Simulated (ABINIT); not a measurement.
## Beyond one shot: PbO (Massicot)

Aim: iterate the self-energy on PbO (Massicot) and follow the gap from cycle to cycle.

Calculated with ABINIT 10.8.3; LDA and many-body steps on it, plane waves.

**The experiments to reproduce.**

- Gap 2.5 eV: literature experimental band gap; bulk crystal (literature value for beta-PbO) (quoted in “X-ray spectroscopic study of amorphous and polycrystalline PbO films, α-PbO, and β-PbO for direct conversion imaging”, 2017, pmc:5640621).

Report form: the programs' logs are mostly left out.

**1. The structure**

It takes space group Pbcm (No. 57, orthorhombic). Conventional cell: a = 5.893 Å, b = 5.490 Å, c = 4.753 Å, α = 90.00°, β = 90.00°, γ = 90.00°. Nearest to Pb lie 4 O at 2.22 to 2.48 Å. O has 4 Pb at 2.22 to 2.48 Å nearest. Farther neighbours and most contacts between anions are not listed.

Structure file:

```cif
data_structure
_symmetry_space_group_name_H-M 'Pbcm'
_symmetry_Int_Tables_number 57
_cell_length_a 5.8931
_cell_length_b 5.4904
_cell_length_c 4.7528
_cell_angle_alpha 90.000
_cell_angle_beta 90.000
_cell_angle_gamma 90.000
_cell_volume 153.78
loop_
_atom_site_label
_atom_site_type_symbol
_atom_site_symmetry_multiplicity
_atom_site_Wyckoff_symbol
_atom_site_fract_x
_atom_site_fract_y
_atom_site_fract_z
_atom_site_occupancy
Pb1 Pb 4 d 0.22970 0.98840 0.25000 1
O1 O 4 d 0.86530 0.09170 0.25000 1
```

The cell and positions come from the Crystallography Open Database and are kept as given unless a step says otherwise. Spin-orbit coupling is left out unless a step names it.

**2. Empty states on the mesh, 2×2×2 mesh, 171 bands**

This step: ABINIT 10.8.3; DFT, LDA, plane waves, norm-conserving pseudopotentials.

The sums over transitions need many empty states on a uniform mesh; this step solves for them.

run.abi

```
acell 3*1.0 Angstrom
rprim 
  5.893100000000 0.000000000000 0.000000000000
  0.000000000000 5.490400000000 0.000000000000
  0.000000000000 0.000000000000 4.752800000000
ntypat 2
znucl 82 8
natom 8
typat 1 1 1 1 2 2 2 2
xred 
  0.229700000000 0.988400000000 0.250000000000
  0.770300000000 0.011600000000 0.750000000000
  0.229700000000 0.511600000000 0.750000000000
  0.770300000000 0.488400000000 0.250000000000
  0.865300000000 0.091700000000 0.250000000000
  0.134700000000 0.908300000000 0.750000000000
  0.865300000000 0.408300000000 0.750000000000
  0.134700000000 0.591700000000 0.250000000000
pp_dirpath "pseudos"
pseudos "Pb.upf, O.upf"
ecut 42
ngkpt 2 2 2
nshiftk 1
shiftk 0 0 0
kptopt 1
chksymbreak 0
iscf -2
irdden 1
istwfk *1
nband 171
nbdbuf 14
tolwfr 1e-09
nstep 60
prtvol 0
indata_prefix "in"
outdata_prefix "out"
tmpdata_prefix "tmp"
```

Started as:

```
OMP_NUM_THREADS=2 mpirun -n 8 abinit run.abi > log
```

Run time: 62 s. Hardware: 8 MPI ranks of Arm Neoverse V2, shared host; peak memory 0.94 GiB.

This step gave:

* gap: 2.475 eV
* k of the valence top: 0.5, 0, 0
* k of the conduction bottom: 0.5, 0.5, 0.5
* least direct gap: 2.745 eV
* k points computed: 8
* lowest point of the top converged band, above the valence top: 37.61 eV

On this mesh the gap is 2.475 eV.

The density comes from a self-consistent run that is not shown.

**3. Screening, 2×2×2 mesh, 157 bands, screening to 106.1 eV**

The RPA dielectric matrix is built and inverted for each q.

This step: RPA screening on LDA, plane waves, norm-conserving pseudopotentials.

run.abi, as its differences from that of step 2:

```diff
@@ -26,10 +26,11 @@
 chksymbreak 0
-iscf -2
-irdden 1
 istwfk *1
-nband 171
-nbdbuf 14
-tolwfr 1e-09
-nstep 60
-prtvol 0
+occopt 1
+irdwfk 1
+optdriver 3
+nband 157
+ecuteps 3.9
+inclvkb 2
+awtr 1
+symchi 1
 indata_prefix "in"
```

Started as:

```
OMP_NUM_THREADS=1 mpirun -n 16 abinit run.abi > log
```

Wall time 70 s (16 MPI ranks); peak memory 12 GiB.

Numbers from this step:

| Item | Value |
| --- | --- |
| ε∞ with local fields, on this mesh, along the program's q direction | 6.213 |
| the same without local fields | 6.970 |
| plasma frequency | 31.69 eV |
| plane waves in the screening matrix | 375 |

Local fields lower ε∞ by 11 %. On a Γ-centred mesh this coarse the value itself is usually too large, while a short band sum pulls it down.

**4. G0W0**

The self-energy is evaluated for the states that the input lists, and the levels follow from it, in one-shot runs by the linearised quasiparticle equation.

This step: G0W0 on LDA, plane waves, norm-conserving pseudopotentials.

run.abi, as its differences from that of step 3:

```diff
@@ -29,8 +29,19 @@
 irdwfk 1
-optdriver 3
+optdriver 4
 nband 157
+gwcalctyp 0
+ecutsigx 42
+symsigma 1
+nkptgw 3
+kptgw 
+  0.5000000000 0.0000000000 0.0000000000
+  0.5000000000 0.5000000000 0.5000000000
+  0.0000000000 0.0000000000 0.0000000000
+bdgw 
+  55 58
+  53 60
+  55 58
 ecuteps 3.9
-inclvkb 2
-awtr 1
-symchi 1
+irdscr 1
+ppmodel 1
 indata_prefix "in"
```

Wall time 13 s (16 MPI ranks); peak memory 5.4 GiB.

Numbers from this step:

```yaml
g0w0_gap_on_the_points_computed: 3.291 eV
starting_gap_on_the_mesh: 2.475 eV
k_of_the_valence_top: 0, 0, 0
k_of_the_conduction_bottom: 0.5, 0.5, 0.5
z_at_the_valence_top: 0.784
z_at_the_conduction_bottom: 0.824
least_direct_g0w0_gap_on_the_computed_points: 3.632 eV
```

The gap on the mesh goes from 2.48 eV to 3.29 eV, a correction of +0.82 eV.

**5. evGW0, cycle 1**

This step: evGW0 on LDA, plane waves, norm-conserving pseudopotentials.

run.abi, as its differences from that of step 4:

```diff
@@ -31,14 +31,24 @@
 nband 157
-gwcalctyp 0
+gwcalctyp 10
 ecutsigx 42
 symsigma 1
-nkptgw 3
+nkptgw 8
 kptgw 
+  0.0000000000 0.0000000000 0.0000000000
   0.5000000000 0.0000000000 0.0000000000
+  0.0000000000 0.5000000000 0.0000000000
+  0.5000000000 0.5000000000 0.0000000000
+  0.0000000000 0.0000000000 0.5000000000
+  0.5000000000 0.0000000000 0.5000000000
+  0.0000000000 0.5000000000 0.5000000000
   0.5000000000 0.5000000000 0.5000000000
-  0.0000000000 0.0000000000 0.0000000000
 bdgw 
-  55 58
-  53 60
-  55 58
+  41 64
+  41 64
+  41 64
+  41 64
+  41 64
+  41 64
+  41 64
+  41 64
 ecuteps 3.9
```

The job ended after 2 min (16 MPI ranks; peak memory 18 GiB).

Numbers from this step:

* quasiparticle gap on the mesh: 3.444 eV
* gap of the density functional on the mesh: 2.475 eV
* k of the valence top: 0, 0, 0
* k of the conduction bottom: 0.5, 0.5, 0.5
* Z at the valence top: 0.784
* Z at the conduction bottom: 0.824
* least direct quasiparticle gap on the computed points: 3.782 eV

Against G0W0 in ABINIT (2×2×2 mesh, 157 bands, screening to 106.1 eV, Godby-Needs plasmon pole), the gap moves by +0.153 eV. This first cycle still uses the starting levels; it takes the full correction, at all points of the mesh, and its linearised value is 3.291 eV.

**6. evGW0, cycle 2**

The corrected levels of the last cycle go back in.

run.abi, as its differences from that of step 5:

```diff
@@ -56,2 +56,3 @@
 ppmodel 1
+irdqps 1
 indata_prefix "in"
```

Run time: 2 min. Hardware: 16 MPI ranks; peak memory 18 GiB; 32 min of CPU time.

This step gave:

| Property | Result |
| --- | --- |
| quasiparticle gap on the mesh | 3.342 eV |
| gap of the density functional on the mesh | 2.475 eV |
| k of the valence top | 0, 0, 0 |
| k of the conduction bottom | 0.5, 0.5, 0.5 |
| least direct quasiparticle gap on the computed points | 3.693 eV |

Against the cycle before, the gap moves by −0.102 eV.

**7. evGW0, cycle 3**

run.abi is that of step 6.

Run time: 2 min. Hardware: 16 MPI ranks; peak memory 18 GiB.

This step gave:

* quasiparticle gap on the mesh: 3.351 eV
* gap of the density functional on the mesh: 2.475 eV
* k of the valence top: 0, 0, 0
* k of the conduction bottom: 0.5, 0.5, 0.5
* least direct quasiparticle gap on the computed points: 3.697 eV

Against the cycle before, the gap moves by +0.009 eV.

**8. Screening, 2×2×2 mesh, 157 bands, screening to 106.1 eV**

This step: RPA screening on LDA, plane waves, norm-conserving pseudopotentials.

run.abi, as its differences from that of step 7:

```diff
@@ -29,30 +29,13 @@
 irdwfk 1
-optdriver 4
+optdriver 3
 nband 157
+ecuteps 3.9
+inclvkb 2
+awtr 1
+symchi 1
 gwcalctyp 10
-ecutsigx 42
-symsigma 1
-nkptgw 8
-kptgw 
-  0.0000000000 0.0000000000 0.0000000000
-  0.5000000000 0.0000000000 0.0000000000
-  0.0000000000 0.5000000000 0.0000000000
-  0.5000000000 0.5000000000 0.0000000000
-  0.0000000000 0.0000000000 0.5000000000
-  0.5000000000 0.0000000000 0.5000000000
-  0.0000000000 0.5000000000 0.5000000000
-  0.5000000000 0.5000000000 0.5000000000
-bdgw 
-  41 64
-  41 64
-  41 64
-  41 64
-  41 64
-  41 64
-  41 64
-  41 64
-ecuteps 3.9
-irdscr 1
-ppmodel 1
-irdqps 1
+mbpt_sciss 1.012 eV
+nqptdm 1
+qptdm 
+  0 0 0
 indata_prefix "in"
```

Elapsed: 47 s, on 16 MPI ranks; peak memory 12 GiB.

Numbers from this step:

```
ε∞ with local fields, on this mesh, along the program's q direction : 5.416
the same without local fields                                       : 6.019
plasma frequency                                                    : 31.69 eV
plane waves in the screening matrix                                 : 375
```

This screening uses the functional's bands under a rigid shift, the mean opening of the cycle before.

**9. Screening, 2×2×2 mesh, 157 bands, screening to 106.1 eV**

This step: RPA screening on LDA from quasiparticle energies, plane waves, norm-conserving pseudopotentials.

run.abi, as its differences from that of step 8:

```diff
@@ -35,7 +35,13 @@
 symchi 1
+irdqps 1
 gwcalctyp 10
-mbpt_sciss 1.012 eV
-nqptdm 1
+nqptdm 7
 qptdm 
-  0 0 0
+  0.5000000000 0.0000000000 0.0000000000
+  0.0000000000 0.5000000000 0.0000000000
+  0.5000000000 0.5000000000 0.0000000000
+  0.0000000000 0.0000000000 0.5000000000
+  0.5000000000 0.0000000000 0.5000000000
+  0.0000000000 0.5000000000 0.5000000000
+  0.5000000000 0.5000000000 0.5000000000
 indata_prefix "in"
```

mrgscr.stdin

```
2
merged
q0_SCR
out_SCR
1
```

Started as:

```
OMP_NUM_THREADS=1 mpirun -n 16 abinit run.abi > log; mrgscr < mrgscr.stdin
```

Elapsed: 26 s, on 16 MPI ranks; peak memory 11 GiB.

This step gave:

```
plasma frequency                    : 31.69 eV
plane waves in the screening matrix : 375
```

This screening reads the quasiparticle levels of the cycle before.

**10. evGW, cycle 1**

This step: evGW on LDA, plane waves, norm-conserving pseudopotentials.

run.abi, as its differences from that of step 9:

```diff
@@ -29,12 +29,10 @@
 irdwfk 1
-optdriver 3
+optdriver 4
 nband 157
-ecuteps 3.9
-inclvkb 2
-awtr 1
-symchi 1
-irdqps 1
 gwcalctyp 10
-nqptdm 7
-qptdm 
+ecutsigx 42
+symsigma 1
+nkptgw 8
+kptgw 
+  0.0000000000 0.0000000000 0.0000000000
   0.5000000000 0.0000000000 0.0000000000
@@ -46,2 +44,15 @@
   0.5000000000 0.5000000000 0.5000000000
+bdgw 
+  41 64
+  41 64
+  41 64
+  41 64
+  41 64
+  41 64
+  41 64
+  41 64
+ecuteps 3.9
+irdscr 1
+ppmodel 1
+irdqps 1
 indata_prefix "in"
```

Started as:

```
OMP_NUM_THREADS=1 mpirun -n 16 abinit run.abi > log
```

Run time: 2 min. Hardware: 16 MPI ranks; peak memory 18 GiB.

This step gave:

```yaml
quasiparticle_gap_on_the_mesh: 3.529 eV
gap_of_the_density_functional_on_the_mesh: 2.475 eV
k_of_the_valence_top: 0, 0, 0
k_of_the_conduction_bottom: 0.5, 0.5, 0.5
least_direct_quasiparticle_gap_on_the_computed_points: 3.897 eV
```

Against G0W0 in ABINIT (2×2×2 mesh, 157 bands, screening to 106.1 eV, Godby-Needs plasmon pole), the gap moves by +0.238 eV.

**11. Screening, 2×2×2 mesh, 157 bands, screening to 106.1 eV**

This step: RPA screening on LDA, plane waves, norm-conserving pseudopotentials.

run.abi, as its differences from that of step 10:

```diff
@@ -29,30 +29,13 @@
 irdwfk 1
-optdriver 4
+optdriver 3
 nband 157
+ecuteps 3.9
+inclvkb 2
+awtr 1
+symchi 1
 gwcalctyp 10
-ecutsigx 42
-symsigma 1
-nkptgw 8
-kptgw 
-  0.0000000000 0.0000000000 0.0000000000
-  0.5000000000 0.0000000000 0.0000000000
-  0.0000000000 0.5000000000 0.0000000000
-  0.5000000000 0.5000000000 0.0000000000
-  0.0000000000 0.0000000000 0.5000000000
-  0.5000000000 0.0000000000 0.5000000000
-  0.0000000000 0.5000000000 0.5000000000
-  0.5000000000 0.5000000000 0.5000000000
-bdgw 
-  41 64
-  41 64
-  41 64
-  41 64
-  41 64
-  41 64
-  41 64
-  41 64
-ecuteps 3.9
-irdscr 1
-ppmodel 1
-irdqps 1
+mbpt_sciss 1.208 eV
+nqptdm 1
+qptdm 
+  0 0 0
 indata_prefix "in"
```

Run time: 47 s. Hardware: 16 MPI ranks; peak memory 12 GiB; 12 min of CPU time.

This step gave:

| Item | Value |
| --- | --- |
| ε∞ with local fields, on this mesh, along the program's q direction | 5.293 |
| the same without local fields | 5.873 |
| plasma frequency | 31.69 eV |
| plane waves in the screening matrix | 375 |

This screening uses the functional's bands under a rigid shift, the mean opening of the cycle before.

**12. Screening, 2×2×2 mesh, 157 bands, screening to 106.1 eV**

This step: RPA screening on LDA from quasiparticle energies, plane waves, norm-conserving pseudopotentials.

run.abi, as its differences from that of step 11:

```diff
@@ -35,7 +35,13 @@
 symchi 1
+irdqps 1
 gwcalctyp 10
-mbpt_sciss 1.208 eV
-nqptdm 1
+nqptdm 7
 qptdm 
-  0 0 0
+  0.5000000000 0.0000000000 0.0000000000
+  0.0000000000 0.5000000000 0.0000000000
+  0.5000000000 0.5000000000 0.0000000000
+  0.0000000000 0.0000000000 0.5000000000
+  0.5000000000 0.0000000000 0.5000000000
+  0.0000000000 0.5000000000 0.5000000000
+  0.5000000000 0.5000000000 0.5000000000
 indata_prefix "in"
```

mrgscr.stdin is that of step 9.

Started as:

```
OMP_NUM_THREADS=1 mpirun -n 16 abinit run.abi > log; mrgscr < mrgscr.stdin
```

Run time: 26 s. Hardware: 16 MPI ranks; peak memory 11 GiB; 6.9 min of CPU time.

Numbers from this step:

```yaml
plasma_frequency: 31.69 eV
plane_waves_in_the_screening_matrix: 375
```

This screening reads the quasiparticle levels of the cycle before.

**13. evGW, cycle 2**

This step: evGW on LDA, plane waves, norm-conserving pseudopotentials.

run.abi, as its differences from that of step 12:

```diff
@@ -29,12 +29,10 @@
 irdwfk 1
-optdriver 3
+optdriver 4
 nband 157
-ecuteps 3.9
-inclvkb 2
-awtr 1
-symchi 1
-irdqps 1
 gwcalctyp 10
-nqptdm 7
-qptdm 
+ecutsigx 42
+symsigma 1
+nkptgw 8
+kptgw 
+  0.0000000000 0.0000000000 0.0000000000
   0.5000000000 0.0000000000 0.0000000000
@@ -46,2 +44,15 @@
   0.5000000000 0.5000000000 0.5000000000
+bdgw 
+  41 64
+  41 64
+  41 64
+  41 64
+  41 64
+  41 64
+  41 64
+  41 64
+ecuteps 3.9
+irdscr 1
+ppmodel 1
+irdqps 1
 indata_prefix "in"
```

Started as:

```
OMP_NUM_THREADS=1 mpirun -n 16 abinit run.abi > log
```

It took 2 min on 16 MPI ranks; peak memory 18 GiB; 31 min of CPU time.

Numbers from this step:

```yaml
quasiparticle_gap_on_the_mesh: 3.547 eV
gap_of_the_density_functional_on_the_mesh: 2.475 eV
k_of_the_valence_top: 0, 0, 0
k_of_the_conduction_bottom: 0.5, 0.5, 0.5
least_direct_quasiparticle_gap_on_the_computed_points: 3.919 eV
```

Against the cycle before, the gap moves by +0.018 eV.

**14. Screening, 2×2×2 mesh, 157 bands, screening to 106.1 eV**

This step: RPA screening on LDA, plane waves, norm-conserving pseudopotentials.

run.abi, as its differences from that of step 13:

```diff
@@ -29,30 +29,13 @@
 irdwfk 1
-optdriver 4
+optdriver 3
 nband 157
+ecuteps 3.9
+inclvkb 2
+awtr 1
+symchi 1
 gwcalctyp 10
-ecutsigx 42
-symsigma 1
-nkptgw 8
-kptgw 
-  0.0000000000 0.0000000000 0.0000000000
-  0.5000000000 0.0000000000 0.0000000000
-  0.0000000000 0.5000000000 0.0000000000
-  0.5000000000 0.5000000000 0.0000000000
-  0.0000000000 0.0000000000 0.5000000000
-  0.5000000000 0.0000000000 0.5000000000
-  0.0000000000 0.5000000000 0.5000000000
-  0.5000000000 0.5000000000 0.5000000000
-bdgw 
-  41 64
-  41 64
-  41 64
-  41 64
-  41 64
-  41 64
-  41 64
-  41 64
-ecuteps 3.9
-irdscr 1
-ppmodel 1
-irdqps 1
+mbpt_sciss 1.230 eV
+nqptdm 1
+qptdm 
+  0 0 0
 indata_prefix "in"
```

The job ended after 48 s (16 MPI ranks; peak memory 12 GiB).

This step gave:

```
ε∞ with local fields, on this mesh, along the program's q direction : 5.279
the same without local fields                                       : 5.858
plasma frequency                                                    : 31.69 eV
plane waves in the screening matrix                                 : 375
```

This screening uses the functional's bands under a rigid shift, the mean opening of the cycle before.

**15. Screening, 2×2×2 mesh, 157 bands, screening to 106.1 eV**

This step: RPA screening on LDA from quasiparticle energies, plane waves, norm-conserving pseudopotentials.

run.abi, as its differences from that of step 14:

```diff
@@ -35,7 +35,13 @@
 symchi 1
+irdqps 1
 gwcalctyp 10
-mbpt_sciss 1.230 eV
-nqptdm 1
+nqptdm 7
 qptdm 
-  0 0 0
+  0.5000000000 0.0000000000 0.0000000000
+  0.0000000000 0.5000000000 0.0000000000
+  0.5000000000 0.5000000000 0.0000000000
+  0.0000000000 0.0000000000 0.5000000000
+  0.5000000000 0.0000000000 0.5000000000
+  0.0000000000 0.5000000000 0.5000000000
+  0.5000000000 0.5000000000 0.5000000000
 indata_prefix "in"
```

mrgscr.stdin is that of step 12.

Started as:

```
OMP_NUM_THREADS=1 mpirun -n 16 abinit run.abi > log; mrgscr < mrgscr.stdin
```

Elapsed: 28 s, on 16 MPI ranks; peak memory 11 GiB; 7.3 min of CPU time.

Numbers from this step:

| Property | Result |
| --- | --- |
| plasma frequency | 31.69 eV |
| plane waves in the screening matrix | 375 |

This screening reads the quasiparticle levels of the cycle before.

**16. evGW, cycle 3**

This step: evGW on LDA, plane waves, norm-conserving pseudopotentials.

run.abi, as its differences from that of step 15:

```diff
@@ -29,12 +29,10 @@
 irdwfk 1
-optdriver 3
+optdriver 4
 nband 157
-ecuteps 3.9
-inclvkb 2
-awtr 1
-symchi 1
-irdqps 1
 gwcalctyp 10
-nqptdm 7
-qptdm 
+ecutsigx 42
+symsigma 1
+nkptgw 8
+kptgw 
+  0.0000000000 0.0000000000 0.0000000000
   0.5000000000 0.0000000000 0.0000000000
@@ -46,2 +44,15 @@
   0.5000000000 0.5000000000 0.5000000000
+bdgw 
+  41 64
+  41 64
+  41 64
+  41 64
+  41 64
+  41 64
+  41 64
+  41 64
+ecuteps 3.9
+irdscr 1
+ppmodel 1
+irdqps 1
 indata_prefix "in"
```

Started as:

```
OMP_NUM_THREADS=1 mpirun -n 16 abinit run.abi > log
```

It took 2 min on 16 MPI ranks; peak memory 18 GiB.

Numbers from this step:

```
quasiparticle gap on the mesh                         : 3.549 eV
gap of the density functional on the mesh             : 2.475 eV
k of the valence top                                  : 0, 0, 0
k of the conduction bottom                            : 0.5, 0.5, 0.5
least direct quasiparticle gap on the computed points : 3.921 eV
```

Against the cycle before, the gap moves by +0.002 eV.

**17. The runs together**

Times are wall times on 16 MPI ranks of Arm Neoverse V2, shared host, good to a factor of about two. A run's time includes the screening step that it read.

| run | mesh | bands | screening cutoff (eV) | DFT gap (eV) | gap on the mesh (eV) | direct (eV) | ε∞ used | time |
| --- | --- | --- | --- | --- | --- | --- | --- | --- |
| G0W0 | 2×2×2 | 157 | 106.1 | 2.475 | 3.291 | 3.632 | 6.21 | 82 s |
| evGW0, cycle 1 | 2×2×2 | 157 | 106.1 | 2.475 | 3.444 | 3.782 | 6.21 | 3.2 min |
| evGW0, cycle 2 | 2×2×2 | 157 | 106.1 | 2.475 | 3.342 | 3.693 | 6.21 | 3.1 min |
| evGW0, cycle 3 | 2×2×2 | 157 | 106.1 | 2.475 | 3.351 | 3.697 | 6.21 | 3.2 min |
| evGW, cycle 1 | 2×2×2 | 157 | 106.1 | 2.475 | 3.529 | 3.897 | 5.42 | 3.2 min |
| evGW, cycle 2 | 2×2×2 | 157 | 106.1 | 2.475 | 3.547 | 3.919 | 5.29 | 3.2 min |
| evGW, cycle 3 | 2×2×2 | 157 | 106.1 | 2.475 | 3.549 | 3.921 | 5.28 | 3.3 min |

**18. What came out**

| Quantity | Value |
| --- | --- |
| G0W0 | 3.291 eV |
| evGW0, cycle 1 | 3.444 eV |
| evGW0, cycle 2 | 3.342 eV |
| evGW0, cycle 3 | 3.351 eV |
| evGW, cycle 1 | 3.529 eV |
| evGW, cycle 2 | 3.547 eV |
| evGW, cycle 3 | 3.549 eV |
| known limits | not at the basis limit; no spin-orbit coupling; coarse k mesh |

What this shows: Only the bands that the input lists are updated; the others, empty or deep, keep the functional's energies or take a rigid shift. The evGW loop starts from the last levels of evGW0, so its cycles and time come on top of those. evGW0 ends at 3.35 eV, +0.06 eV from G0W0, after 3 cycles that took 6 min beside the first screening; the last moved the gap by 0.009 eV. evGW ends at 3.55 eV, +0.26 eV from G0W0, after 3 cycles that took 9.6 min beside the first screening; the last moved the gap by 0.002 eV. The first cycle of evGW0 takes the full correction, without the factor Z, so it overshoots the one-shot value. Against experiment, by evGW, cycle 3: the gap of 3.55 eV lies +1.05 eV from the measured 2.5 eV (kind not stated, quoted 2017). These are gaps on the mesh, at modest bands and cutoff. The calculation has static nuclei and no excitons; a measured gap holds zero-point and thermal motion, which mostly lowers it. Bands and cutoff are finite, so the gap is not at the basis limit. The miss can reach some tenths of an eV and take either sign; the mesh is an error of its own. A denser mesh or path gives a starting gap of 2.08 eV: the GW mesh misses a band edge, so its gaps are not the fundamental one. The 2×2×2 mesh is coarse for this cell, which bears on the long-range parts of exchange and screening. Where an edge is built on 6p states of lead, bismuth or thallium, scalar-relativistic gaps usually stand too wide, by a few tenths to over one eV. In the updated screening the q = 0 part is built from Kohn-Sham bands under a rigid shift, the other q from the quasiparticle levels. The many-body steps are scalar-relativistic: spin-orbit coupling is not in them.

[Paths, hosts, dates, memory and timing lines, banners, echoed tables and standing remarks are left out of the program output.]

[Logs are printed without paths, hosts, clocks, repeated set-up lines and the standing remarks that a program may print on its own settings, such as how far it seeks lower states.]

[Runs of the session that timed out or met a known fault of the program may be left out.]

[Hosts, paths, dates, database ids (printed as entryN), source tags and the programs' standing remarks are cut or masked in the printed files.]

[G0W0 gaps are taken among the corrected bands and points alone; a level outside them can change the order at an edge.]

[Where Ansatz stands beside ABINIT at settings called matched, ABINIT's density can come from a denser mesh and the files from another edition; pairs whose starting gaps differed by over 0.03 eV were left out, so agreement reads better than it is.]
